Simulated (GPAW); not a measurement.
# W2CO2 MXene monolayer in an electric field, part 2 of 2

Wanted: the out-of-plane polarisability of W2CO2 MXene monolayer.

GPAW 26.7.0; GPAW, PAW setups; layer in a repeated cell with vacuum, relaxation of atoms and in-plane cell (the session's first sound run).

So far. Step 5 (In a field): The dipole is now -0.0251 e Å, against 4.1e-4 in the run without a field. Step 8 (Field on): The dipole is now 0.0251 e Å, against 4.1e-4 in the run without a field.

## (9) Field on

Contents of run.py:

```python
import json
import numpy as np
from ase import Atoms
from gpaw import GPAW, PW
from gpaw.external import ConstantElectricField

slab = Atoms(
    ['O', 'W', 'C', 'W', 'O'],
    positions=[
        [0.00000, 1.78692, 7.00000],
        [1.54751, 0.89346, 8.14105],
        [0.00000, 0.00000, 9.25097],
        [0.00000, 1.78692, 10.36087],
        [1.54751, 0.89346, 11.50192]],
    cell=[[3.09503, 0.0, 0.0], [-1.54751, 2.68037, 0.0], [0.0, 0.0, 18.5019]],
    pbc=[True, True, False])

slab.calc = GPAW(mode=PW(500), xc='PBE', kpts={'size': (12, 12, 1), 'gamma': True},
                 occupations={'name': 'fermi-dirac', 'width': 0.05}, nbands='160%',
                 convergence={'density': 1e-05}, maxiter=200,
                 poissonsolver={'dipolelayer': 'xy'},
                 external=ConstantElectricField(0.2, [0, 0, 1]),
                 symmetry={'tolerance': 1e-3}, txt='slab.txt')
result = {}
energy = slab.get_potential_energy()
fermi = slab.calc.get_fermi_level()
v = slab.calc.get_electrostatic_potential().mean((0, 1)) - fermi
n = slab.calc.get_pseudo_density().mean((0, 1))
L = slab.cell[2, 2]
z = np.arange(len(v)) * L / len(v)
low, high = slab.positions[:, 2].min(), slab.positions[:, 2].max()
below, above = np.interp([low - 4.8, high + 4.8], z, v)
slopes = [np.interp(x, z, np.gradient(v, z)) for x in (low - 4.8, high + 4.8)]
eps = np.array([[slab.calc.get_eigenvalues(k, s) for k in range(len(slab.calc.get_ibz_k_points()))]
                for s in range(slab.calc.get_number_of_spins())]) - fermi
top, bottom = eps[eps < 0].max(), eps[eps > 0].min()
dipole = slab.get_dipole_moment()[2]
print(f'energy {energy:.4f} eV, Fermi level {fermi:.4f} eV, dipole {dipole:.5f} e A')
print(f'potential 4.8 A off the faces, from the Fermi level: lower {below:.4f} eV, upper {above:.4f} eV')
print(f'slope of the potential there: lower {slopes[0]:.5f}, upper {slopes[1]:.5f} eV/A')
print(f'nearest levels on the mesh: {top:.4f} and {bottom:.4f} eV')
print('magnetic moment', round(slab.get_magnetic_moment(), 3))
result.update(energy=energy, fermi=fermi, dipole=dipole, below=below, above=above, slopes=slopes, edges=[top, bottom],
              z=z.tolist(), v=v.tolist(), n=n.tolist(), positions=slab.positions.tolist(),
              forces=slab.get_forces(apply_constraint=False).tolist(), moments=slab.get_magnetic_moments().tolist())
json.dump(result, open('result.json', 'w'))
```

On the command line:

```bash
OMP_NUM_THREADS=1 OPENBLAS_NUM_THREADS=1 python run.py
```

The job ended after 3.3 min (1 thread of Arm Neoverse V1, shared host; peak memory 0.47 GiB).

Table of electrostatic potential energy of an electron (without an applied field's), less the Fermi level, planar mean by z:

```
z (Å)  electrostatic potential energy of an electron (without an applied field's), less the Fermi level, planar mean (eV)
  0.0                                                                                                                5.80
  0.5                                                                                                                6.35
  1.0                                                                                                                6.35
  1.5                                                                                                                6.35
  2.0                                                                                                                6.35
  2.5                                                                                                                6.35
  3.0                                                                                                                6.35
  3.5                                                                                                                6.35
  4.0                                                                                                                6.35
  4.5                                                                                                                6.34
  5.0                                                                                                                6.33
  5.5                                                                                                                6.23
  6.0                                                                                                                5.67
  6.5                                                                                                                1.95
  7.0                                                                                                               -11.0
  7.5                                                                                                               -11.5
  8.0                                                                                                               -25.2
  8.5                                                                                                               -20.1
  9.0                                                                                                               -13.4
  9.5                                                                                                               -13.5
 10.0                                                                                                               -20.4
 10.5                                                                                                               -25.7
 11.0                                                                                                               -12.2
 11.5                                                                                                               -11.9
 12.0                                                                                                               0.945
 12.5                                                                                                                4.61
 13.0                                                                                                                5.15
 13.5                                                                                                                5.24
 14.0                                                                                                                5.25
 14.5                                                                                                                5.25
 15.0                                                                                                                5.25
 15.5                                                                                                                5.25
 16.0                                                                                                                5.25
 16.5                                                                                                                5.25
 17.0                                                                                                                5.26
 17.5                                                                                                                5.26
 18.0                                                                                                                5.26
```

The dipole is now 0.0502 e Å, against 4.1e-4 in the run without a field.

## (10) In a field

run.py, as its differences from that of step 9:

```diff
@@ -21,3 +21,3 @@
                  poissonsolver={'dipolelayer': 'xy'},
-                 external=ConstantElectricField(0.2, [0, 0, 1]),
+                 external=ConstantElectricField(0.3, [0, 0, 1]),
                  symmetry={'tolerance': 1e-3}, txt='slab.txt')
```

Wall time 3.3 min (1 thread); peak memory 0.47 GiB.

The dipole is now 0.0753 e Å, against 4.1e-4 in the run without a field.

## (11) The series

The members are put on one axis.

This step: induced dipole against applied field (GPAW 26.7.0).

Table of dipole along the normal by field:

```
field (V/Å)  dipole along the normal (e·Å)
     -0.200                        -0.0502
     -0.100                        -0.0251
     -0.050                        -0.0125
      0.000                         4.1e-4
      0.050                         0.0125
      0.100                         0.0251
      0.200                         0.0502
      0.300                         0.0753
```

## (12) Summary of results

```
work function, upper and lower face            : 5.797 and 5.804 eV
dipole along the normal                        : 4.1e-4 e Å
induced dipole per field                       : 0.251 e Å per V/Å
out-of-plane polarisability per area, α/(ε0 A) : 5.47 Å
```

In words: The field induces 0.251 e Å per V/Å, a polarisable thickness α/(ε0 A) of 5.47 Å beside 4.50 Å between the outermost nuclei. A perfect conductor would give the distance between its two image planes; a dielectric of thickness t gives t(1 - 1/ε). The induced dipole is linear in the field over this range. The small printed dipole stands for a step of -9.0 meV from the lower to the upper face, and the probes find -7.4 meV; values this small are near the numerical noise of both. The layer's cell and atoms come from the relaxation; spin-orbit coupling and temperature are left out.

[Logs are printed without paths, hosts, clocks, repeated set-up lines and the standing remarks that a program may print on its own settings, such as how far it seeks lower states.]

[Hosts, paths, dates, database ids (printed as entryN), source tags and the programs' standing remarks are cut or masked in the printed files.]
